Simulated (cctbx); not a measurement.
# A crystallographic session in cctbx: CdBi2O5

Library: cctbx 2025.11. The data are simulated by the first script.

## 1. Simulate the data

run.py:

```python
from cctbx import adptbx, crystal, miller, sgtbx, xray
from cctbx.array_family import flex
from iotbx.shelx import hklf
from scitbx import matrix
import scitbx.random

cs = crystal.symmetry(unit_cell=(5.629, 16.469, 10.836, 90, 90, 90), space_group_symbol='Hall: -P 2ac 2ab')  # Pbca
atoms = [  # label, site, U (iso, or U11 U22 U33 U12 U13 U23 in A^2), occupancy
    ("Bi1", (0.9592, 0.7441, 0.3559), (0.0184, 0.0159, 0.0169, 0.0001, 0.0014, -0.0005), 1),
    ("Bi2", (0.5302, 0.0716, 0.6206), (0.0137, 0.0140, 0.0117, 0.0002, -0.0007, 0.0014), 1),
    ("Cd1", (0.5373, 0.9261, 0.8668), (0.0121, 0.0202, 0.0192, -0.0011, -0.0006, -0.0063), 1),
    ("O1", (0.383, 0.1845, 0.6925), (0.0327, 0.0303, 0.0327, -0.0019, 0.0006, 0.0026), 1),
    ("O2", (0.2576, 0.6497, 0.9948), (0.0362, 0.0338, 0.0273, -0.0041, -0.0002, -0.0069), 1),
    ("O3", (0.2685, 0.666, 0.2726), (0.0458, 0.0460, 0.0527, -0.0059, -0.0016, -0.0022), 1),
    ("O4", (0.7931, 0.0183, 0.7361), (0.0621, 0.0483, 0.0498, -0.0026, 0.0064, 0.0078), 1),
    ("O5", (0.7751, 0.0298, 0.01), (0.0422, 0.0416, 0.0288, -0.0011, 0.0030, -0.0067), 1),
]
xs = xray.structure(crystal_symmetry=cs)
for label, site, u, occ in atoms:
    u = adptbx.u_cif_as_u_star(cs.unit_cell(), u) if isinstance(u, tuple) else u
    xs.add_scatterer(xray.scatterer(label, site=site, u=u, occupancy=occ))
xs.set_inelastic_form_factors(0.6889, "sasaki")
xs.show_summary()
p1 = xs.expand_to_p1()
ms = miller.build_set(p1, anomalous_flag=True, d_min=0.65)
flex.set_random_seed(793971)
scitbx.random.set_random_seed(793971)
ms = ms.select(flex.random_double(ms.size()) < 0.8)
i = ms.structure_factors_from_scatterers(p1, algorithm="direct").f_calc().as_intensity_array().data()
i = i * 40000 / flex.max(i)
sig = flex.sqrt(i + flex.pow2(0.03 * i) + 15 ** 2)
noise = scitbx.random.variate(scitbx.random.normal_distribution())(i.size())
data = ms.array(data=i + sig * noise, sigmas=sig).set_observation_type_xray_intensity()
with open("data.hkl", "w") as f:
    data.export_as_shelx_hklf(f)
print("reflections written:", data.size(), " <I/sigma> = %.1f" % flex.mean(data.data() / data.sigmas()))
for h, a, b in list(data.sort("data"))[:12]:
    print("%4d%4d%4d %9.1f %7.1f" % (h + (a, b)))
```

```console
$ python run.py
```

```text
Number of scatterers: 8
At special positions: 0
Unit cell: (5.629, 16.469, 10.836, 90, 90, 90)
Space group: P b c a (No. 61)
reflections written: 12290  <I/sigma> = 8.5
   1  -3   2   43603.9  1216.6
  -1  -3  -2   40945.2  1216.6
  -1   3  -2   40852.0  1216.6
   1   3   2   40313.9  1216.6
   1  -3  -2   40265.4  1216.6
  -1   3   2   39963.6  1216.6
  -1  -3   2   39578.3  1216.6
   0   6  -4   30128.8   884.4
   0   0  -4   29550.4   862.5
  -2   0   4   28886.8   866.5
  -2   0  -4   28560.1   866.5
   2  -6   0   28362.7   811.6
```

Run time: 0.34 s on 1 thread of Arm Neoverse V2 (shared host), peak memory 0.07 GiB.

## 2. Symmetry

run.py:

```python
from cctbx import crystal, sgtbx, statistics
from cctbx.array_family import flex
from iotbx.shelx import hklf

p1 = crystal.symmetry(unit_cell=(5.629, 16.469, 10.836, 90, 90, 90), space_group_symbol="P 1")
raw = hklf.reader(file_name="data.hkl").as_miller_arrays(crystal_symmetry=p1, anomalous=True)[0]
print(raw.size(), "reflections to d = %.3f A" % raw.d_min())
isig = raw.data() / raw.sigmas()
print("centring   violations  <I/sigma> of those")
best = "P"
for c in "ABCIRF":
    a = raw.customized_copy(space_group_info=sgtbx.space_group_info("Hall: %s 1" % c)).sys_absent_flags().data()
    m = flex.mean(isig.select(a))
    print("%5s %10d of %5d %8.1f" % (c, (isig.select(a) > 4).count(True), a.count(True), m))
    if (isig.select(a) > 4).count(True) < 0.01 * a.count(True):
        best = c
raw = raw.select(~raw.customized_copy(space_group_info=sgtbx.space_group_info("Hall: %s 1" % best)).sys_absent_flags().data())
isig = raw.data() / raw.sigmas()
rows = []
for s in sgtbx.space_group_symbol_iterator():
    g = sgtbx.space_group(s)
    if g.conventional_centring_type_symbol() != best or not g.is_compatible_unit_cell(p1.unit_cell(), 1e-3, 0.02):
        continue
    rows.append((s, g))
print("Laue class    unique    Rint  (classes that these axes allow; Friedel mates merged)")
rint = {}
for s, g in rows:
    laue = g.build_derived_patterson_group()
    key = laue.type().hall_symbol()
    if key not in rint:
        m = raw.customized_copy(space_group_info=laue.info(), anomalous_flag=False).merge_equivalents()
        rint[key] = m.r_int()
        print("%-14s %6d %7.3f" % (laue.type().lookup_symbol(), m.array().size(), m.r_int()))
floor = min(rint.values())
good = [(s, g) for s, g in rows if rint[g.build_derived_patterson_group().type().hall_symbol()] < 2 * floor + 0.03]
top = max(g.build_derived_patterson_group().order_z() for s, g in good)
print("space group    extra absences  I>4sigma  <I/sigma>")
for s, g in good:
    laue = g.build_derived_patterson_group()
    if laue.order_z() != top:
        continue
    a = raw.customized_copy(space_group_info=g.info()).sys_absent_flags().data()
    a &= ~raw.customized_copy(space_group_info=laue.info()).sys_absent_flags().data()
    bad = (isig.select(a) > 4).count(True)
    if bad <= 0.03 * a.count(True):
        print("%-16s %8d %10d %9s  %s" % (s.universal_hermann_mauguin(), a.count(True), bad, "%.1f" % flex.mean(isig.select(a)) if a.count(True) else "-", "centric" if g.is_centric() else "acentric"))
laue = max(good, key=lambda t: t[1].build_derived_patterson_group().order_z())[1].build_derived_patterson_group()
f = raw.customized_copy(space_group_info=laue.info(), anomalous_flag=False).merge_equivalents().array().eliminate_sys_absent().f_sq_as_f()
f.set_observation_type_xray_amplitude()
bins = max(3, min(8, f.size() // 12))
f.setup_binner(n_bins=bins)
w = statistics.wilson_plot(f, {e: n / laue.order_z() for e, n in {'Bi': 16.0, 'Cd': 8.0, 'O': 40.0}.items()}, e_statistics=True)
print("Wilson B = %.2f A^2   <|E^2-1|> = %.3f (0.968 centric, 0.736 acentric)   E^2>4: %.1f %%" % (w.wilson_b, w.mean_e_sq_minus_1, w.percent_e_sq_gt_2))
print("shell (A)         n   <I/sigma>")
m = raw.customized_copy(space_group_info=laue.info(), anomalous_flag=False).merge_equivalents().array().eliminate_sys_absent()
for b in m.setup_binner(n_bins=bins).range_used():
    sel = m.binner().selection(b)
    print("%5.2f - %4.2f %6d %8.1f" % (min(m.binner().bin_d_range(b)[0] if m.binner().bin_d_range(b)[0] > 0 else 99, 99), m.binner().bin_d_range(b)[1], sel.count(True), flex.mean((m.data() / m.sigmas()).select(sel))))
```

```console
$ python run.py
```

```text
12290 reflections to d = 0.650 A
centring   violations  <I/sigma> of those
    A       3545 of  6144      8.5
    B       3559 of  6112      8.5
    C       3596 of  6162      8.2
    I       3161 of  6159      6.9
    R       4752 of  8198      8.5
    F       5350 of  9209      8.4
Laue class    unique    Rint  (classes that these axes allow; Friedel mates merged)
P -1             7354   0.038
P 1 2/m 1        3944   0.044
P 1 1 2/m        3988   0.044
P 2/m 1 1        4126   0.044
P m m m          2231   0.048
space group    extra absences  I>4sigma  <I/sigma>
P 2 2 2                 0          0         -  acentric
P 2 2 21               11          0       0.1  acentric
P 21 2 2                6          0      -0.0  acentric
P 2 21 2               16          0       0.0  acentric
P 21 21 2              22          0       0.0  acentric
P 2 21 21              27          0       0.1  acentric
P 21 2 21              17          0       0.1  acentric
P 21 21 21             33          0       0.0  acentric
P m m 2                 0          0         -  acentric
P 2 m m                 0          0         -  acentric
P m 2 m                 0          0         -  acentric
P m c 21              179          0      -0.1  acentric
P 21 m a              264          0       0.1  acentric
P b 21 m              535          0      -0.0  acentric
P b m 2               535          0      -0.0  acentric
P 2 c m               179          0      -0.1  acentric
P m 2 a               264          0       0.1  acentric
P b c 21              714          0      -0.0  acentric
P 21 c a              443          0       0.0  acentric
P b 21 a              799          0       0.0  acentric
P m m m                 0          0         -  centric
P m m a               264          0       0.1  centric
P b m m               535          0      -0.0  centric
P m c m               179          0      -0.1  centric
P b c m               714          0      -0.0  centric
P m c a               443          0       0.0  centric
P b m a               799          0       0.0  centric
P b c a               978          0       0.0  centric
Wilson B = 1.25 A^2   <|E^2-1|> = 0.950 (0.968 centric, 0.736 acentric)   E^2>4: 3.4 %
shell (A)         n   <I/sigma>
16.47 - 1.30    323     21.2
 1.30 - 1.03    280     24.1
 1.03 - 0.90    284     21.4
 0.90 - 0.82    264     19.3
 0.82 - 0.76    272     16.5
 0.76 - 0.72    264     15.1
 0.72 - 0.68    270     13.3
 0.68 - 0.65    274     11.8
```

Time: 0.43 s.

## 3. Charge flipping

run.py:

```python
import itertools
from cctbx import crystal, maptbx
from cctbx.array_family import flex
from iotbx.shelx import hklf
from smtbx.ab_initio import charge_flipping as cf

cs = crystal.symmetry(unit_cell=(5.629, 16.469, 10.836, 90, 90, 90), space_group_symbol='Hall: -P 2ac 2ab')  # Pbca
raw = hklf.reader(file_name="data.hkl").as_miller_arrays(crystal_symmetry=cs, anomalous=True)[0]
merged = raw.eliminate_sys_absent().merge_equivalents()
fo2 = merged.array().set_observation_type_xray_intensity()
f = fo2.average_bijvoet_mates().f_sq_as_f().resolution_filter(d_min=0.65)
p1 = f.expand_to_p1()
p1.setup_binner_counting_sorted(reflections_per_bin=max(40, p1.size() // 12))
work = p1.array(data=p1.data() / p1.amplitude_quasi_normalisations().data())
flex.set_random_seed(3098)
it = cf.weak_reflection_improved_iterator(delta=None, weak_reflection_fraction=0.3)
it.start(work, phases=flex.random_double(p1.size()) * 6.2832, f_000=0)
it.delta = 0.1 * it.rho_map.sigma()
print("cycle      R  skewness")
for n, st in enumerate(itertools.islice(it, 100)):
    if n % 8 == 0:
        print("%5d %6.3f %8.2f" % (n, st.r1_factor(), st.rho_map.skewness()))
rho = p1.phase_transfer(it.f_calc).fft_map().apply_volume_scaling()
polish = cf.low_density_elimination_iterator(constant_rho_c=rho.sigma())
polish.start(f_obs=p1, phases=it.f_calc, f_000=0)
for _ in range(8):
    next(polish)
print("origin shift          correlation  skewness")
maps = []
for fc, shift, cc in itertools.islice(cf.f_calc_symmetrisations(f, polish.f_calc, 0), 4):
    m = f.phase_transfer(fc).fft_map(symmetry_flags=maptbx.use_space_group_symmetry, resolution_factor=0.25).apply_sigma_scaling()
    maps.append((m.skewness(), cc, m))
    print("%6.3f %6.3f %6.3f %10.3f %9.2f" % (tuple(shift) + (cc, m.skewness())))
skew, cc, m = max((t for t in maps if t[1] > maps[0][1] - 0.04), key=lambda t: t[0])
print("taken: symmetry correlation %.3f, skewness %.2f" % (cc, skew))
peaks = m.peak_search(parameters=maptbx.peak_search_parameters(min_distance_sym_equiv=0.9, max_clusters=13)).all()
sps = cs.special_position_settings(min_distance_sym_equiv=0.5)
print("peak      x       y       z  mult  height/sigma")
for k, (x, h) in enumerate(zip(peaks.sites(), peaks.heights())):
    ss = sps.site_symmetry(x)
    print("Q%-3d %7.4f %7.4f %7.4f %4d %8.1f" % ((k + 1,) + tuple(t % 1 for t in ss.exact_site()) + (ss.multiplicity(), h)))
```

```console
$ python run.py
```

```text
cycle      R  skewness
    0  0.652     0.40
    8  0.071     0.95
   16  0.059     0.95
   24  0.058     0.95
   32  0.058     0.94
   40  0.059     0.94
   48  0.061     0.94
   56  0.062     0.93
   64  0.063     0.93
   72  0.064     0.93
   80  0.066     0.93
   88  0.067     0.93
   96  0.069     0.93
origin shift          correlation  skewness
 0.171  0.477  0.016      0.881      1.10
 0.170  0.143  0.016      0.881      1.13
 0.170  0.310  0.016      0.883      1.40
 0.170  0.310  0.266      0.883      1.43
taken: symmetry correlation 0.883, skewness 1.43
peak      x       y       z  mult  height/sigma
Q1    0.0364  0.7549  0.4134    8      8.8
Q2    0.0380  0.5734  0.1406    8      8.7
Q3    0.0373  0.7444  0.8176    8      6.3
Q4    0.0333  0.5660  0.0478    8      6.0
Q5    0.9877  0.0596  0.9552    8      5.1
Q6    0.2331  0.2214  0.5071    8      4.9
Q7    0.0141  0.0790  0.8679    8      4.9
Q8    0.1662  0.5903  0.4753    8      4.8
Q9    0.1373  0.0721  0.0247    8      4.4
Q10   0.1693  0.2282  0.9833    8      4.3
Q11   0.0422  0.0050  0.6516    8      4.1
Q12   0.2139  0.6767  0.2532    8      3.8
Q13   0.0966  0.0773  0.1978    8      3.6
```

Time: 0.65 s.

This run holds a fault made on purpose: flipping threshold far too low.

## 4. Charge flipping

run.py, as its changes from the last script of this kind:

```diff
@@ -18 +18 @@
-it.delta = 0.1 * it.rho_map.sigma()
+it.delta = 1 * it.rho_map.sigma()
```

```console
$ python run.py
```

```text
cycle      R  skewness
    0  0.598     0.26
    8  0.466     1.35
   16  0.463     1.50
   24  0.468     1.74
   32  0.475     1.85
   40  0.469     1.97
   48  0.474     2.16
   56  0.476     2.28
   64  0.480     2.33
   72  0.480     2.47
   80  0.474     2.46
   88  0.480     2.56
   96  0.478     2.67
origin shift          correlation  skewness
 0.370  0.409  0.278      0.952      2.81
 0.370  0.408  0.028      0.952      2.64
 0.370  0.243  0.278      0.953      3.07
 0.370  0.077  0.278      0.950      2.79
taken: symmetry correlation 0.953, skewness 3.07
peak      x       y       z  mult  height/sigma
Q1    0.9945  0.0855  0.6273    8     13.0
Q2    0.0205  0.0886  0.1355    8     12.0
Q3    0.0321  0.7352  0.6298    8      9.8
Q4    0.0629  0.2049  0.7592    8      4.6
Q5    0.0444  0.1176  0.5087    8      4.5
Q6    0.0318  0.5326  0.4039    8      4.2
Q7    0.0402  0.5605  0.2579    8      3.9
Q8    0.0518  0.0087  0.7083    8      3.1
Q9    0.0710  0.1140  0.3899    8      2.9
Q10   0.2608  0.1843  0.9816    8      2.9
Q11   0.0489  0.6109  0.5978    8      2.9
Q12   0.0406  0.5655  0.9688    8      2.9
Q13   0.0412  0.0147  0.5931    8      2.9
```

Time: 0.66 s.

## 5. Refinement (model from the peaks)

run.py:

```python
import math
from cctbx import adptbx, crystal, maptbx, sgtbx, xray
from cctbx.array_family import flex
from cctbx.xray import observations
from iotbx.shelx import hklf
from scitbx.lstbx import normal_eqns_solving
from smtbx import absolute_structure, utils
from smtbx.refinement import constraints, least_squares

cs = crystal.symmetry(unit_cell=(5.629, 16.469, 10.836, 90, 90, 90), space_group_symbol='Hall: -P 2ac 2ab')  # Pbca
atoms = [  # label, site, U (iso, or U11 U22 U33 U12 U13 U23 in A^2), occupancy
    ("Cd1", (0.9945, 0.0855, 0.6273), 0.0200, 1),
    ("Bi1", (0.0205, 0.0886, 0.1355), 0.0200, 1),
    ("Bi2", (0.0321, 0.7352, 0.6298), 0.0200, 1),
    ("O1", (0.0629, 0.2049, 0.7592), 0.0200, 1),
    ("O2", (0.0444, 0.1176, 0.5087), 0.0200, 1),
    ("O3", (0.0402, 0.5605, 0.2579), 0.0200, 1),
    ("O4", (0.0518, 0.0087, 0.7083), 0.0200, 1),
    ("O5", (0.071, 0.114, 0.3899), 0.0200, 1),
]
xs = xray.structure(crystal_symmetry=cs)
for label, site, u, occ in atoms:
    u = adptbx.u_cif_as_u_star(cs.unit_cell(), u) if isinstance(u, tuple) else u
    xs.add_scatterer(xray.scatterer(label, site=site, u=u, occupancy=occ))
xs.set_inelastic_form_factors(0.6889, "sasaki")
raw = hklf.reader(file_name="data.hkl").as_miller_arrays(crystal_symmetry=cs, anomalous=True)[0]
merged = raw.eliminate_sys_absent().merge_equivalents()
fo2 = merged.array().set_observation_type_xray_intensity()
print("Rint %.3f, %d unique reflections to %.2f A" % (merged.r_int(), fo2.size(), fo2.d_min()))
for sc in xs.scatterers():
    sc.flags.set_grad_site(True)
    sc.flags.set_grad_u_aniso(sc.flags.use_u_aniso())
    sc.flags.set_grad_u_iso(sc.flags.use_u_iso())
obs = fo2.as_xray_observations()
extra = {}
rep = constraints.reparametrisation(xs, [], utils.connectivity_table(xs), **extra)
ls = least_squares.crystallographic_ls(obs, rep, weighting_scheme=least_squares.mainstream_shelx_weighting(a=0, b=0))
print("cycle     R1     wR2    GooF  max shift (A)")
for cycle in range(6):
    ls.build_up()
    r1, wr2, goof = ls.r1_factor(cutoff_factor=2)[0], ls.wR2(), ls.goof()
    old = xs.sites_cart()
    normal_eqns_solving.levenberg_marquardt_iterations(ls, n_max_iterations=3, tau=0.0001, step_threshold=1e-7)
    big = flex.max((xs.sites_cart() - old).norms())
    print("%4d %7.4f %7.4f %7.3f %9.5f" % (cycle + 1, r1, wr2, goof, big))
    ls.build_up(objective_only=True)
    if abs(ls.wR2() - wr2) < 5e-5 and big < 5e-4:
        break
ls.build_up()
print("final R1 %.4f wR2 %.4f GooF %.3f  parameters %d  data/parameter %.1f" % (ls.r1_factor(cutoff_factor=2)[0], ls.wR2(), ls.goof(), ls.n_parameters, fo2.size() / ls.n_parameters))
cov = ls.covariance_matrix_and_annotations()
su = dict(zip(cov.annotations, (math.sqrt(max(v, 0)) for v in cov.matrix.matrix_packed_u_diagonal())))
a2 = cs.unit_cell().reciprocal_parameters()[0] ** -2
print("atom        x        y        z      Ueq    occ   su(xyz)  su(Uiso or U11)")
for sc in xs.scatterers():
    s = max(su.get(sc.label + k, 0) for k in (".x", ".y", ".z"))
    npd = "" if sc.is_positive_definite_u(cs.unit_cell()) else "  NPD"
    print("%-5s %8.5f %8.5f %8.5f %8.4f %6.3f %8.5f %7.4f%s" % ((sc.label,) + sc.site + (sc.u_iso_or_equiv(cs.unit_cell()), sc.occupancy, s, su.get(sc.label + ".uiso", su.get(sc.label + ".u11", 0) * a2), npd)))
fo = fo2.f_sq_as_f()
fc = fo.structure_factors_from_scatterers(xs, algorithm="direct").f_calc()
diff = fo.f_obs_minus_f_calc(1 / math.sqrt(ls.scale_factor()), fc).average_bijvoet_mates()
m = diff.fft_map(symmetry_flags=maptbx.use_space_group_symmetry, resolution_factor=0.25).apply_volume_scaling()
print("difference map: max %.2f min %.2f rms %.2f" % (m.statistics().max(), m.statistics().min(), m.statistics().sigma()))
peaks = m.peak_search(parameters=maptbx.peak_search_parameters(min_distance_sym_equiv=0.6, max_clusters=5)).all()
near = xs.closest_distances(peaks.sites(), distance_cutoff=4)
sps = cs.special_position_settings(min_distance_sym_equiv=0.5)
for k, (x, h) in enumerate(zip(peaks.sites(), peaks.heights())):
    ss = sps.site_symmetry(x)
    print("Q%-3d %7.4f %7.4f %7.4f %4d %7.2f  %.2f A from %s" % ((k + 1,) + tuple(t % 1 for t in ss.exact_site()) + (ss.multiplicity(), h, near.smallest_distances[k], xs.scatterers()[near.i_seqs[k]].label)))
```

```console
$ python run.py
```

```text
Rint 0.046, 1916 unique reflections to 0.65 A
cycle     R1     wR2    GooF  max shift (A)
   1  0.6436  0.8942  25.095   0.52701
   2  0.3301  0.6060  17.007   0.85137
   3  0.3169  0.5864  16.458   0.44168
   4  0.3133  0.5838  16.386   0.50760
   5  0.3119  0.5801  16.281   0.34944
   6  0.3091  0.5772  16.198   0.56947
final R1 0.3036 wR2 0.5701 GooF 15.999  parameters 32  data/parameter 59.9
atom        x        y        z      Ueq    occ   su(xyz)  su(Uiso or U11)
Cd1    0.96208  0.09463  0.64271   0.0006  1.000  0.00188  0.0020
Bi1    0.02195  0.08976  0.12599   0.0298  1.000  0.00100  0.0012
Bi2    0.03624  0.73913  0.62058   0.0323  1.000  0.00088  0.0013
O1     0.10217  0.24153  0.74003   0.0719  1.000  0.03012  0.0410
O2    -0.05583  0.09224  0.63914   0.0157  1.000  0.02129  0.0446
O3     0.04107  0.58012  0.35825   0.0826  1.000  0.03516  0.0650
O4     0.04720  0.07741  0.67727   0.0009  1.000  0.00936  0.0069
O5     0.10675  0.07771  0.40919   0.1278  1.000  0.04351  0.0770
difference map: max 67.69 min -87.53 rms 5.63
Q1    0.0543  0.5795  0.3460    8   68.87  0.15 A from O3
Q2    0.0415  0.5920  0.8542    8   46.11  0.06 A from Cd1
Q3    0.0572  0.0967  0.1036    8   45.52  0.33 A from Bi1
Q4    0.0359  0.7316  0.6155    8   39.88  0.14 A from Bi2
Q5    0.0280  0.5415  0.8523    8   33.22  0.80 A from O4
```

Time: 0.73 s.

Figures of merit this high mean that the model is still wrong or incomplete.

[Logs are printed without paths, hosts, clocks, repeated set-up lines and the standing remarks that a program may print on its own settings, such as how far it seeks lower states.]
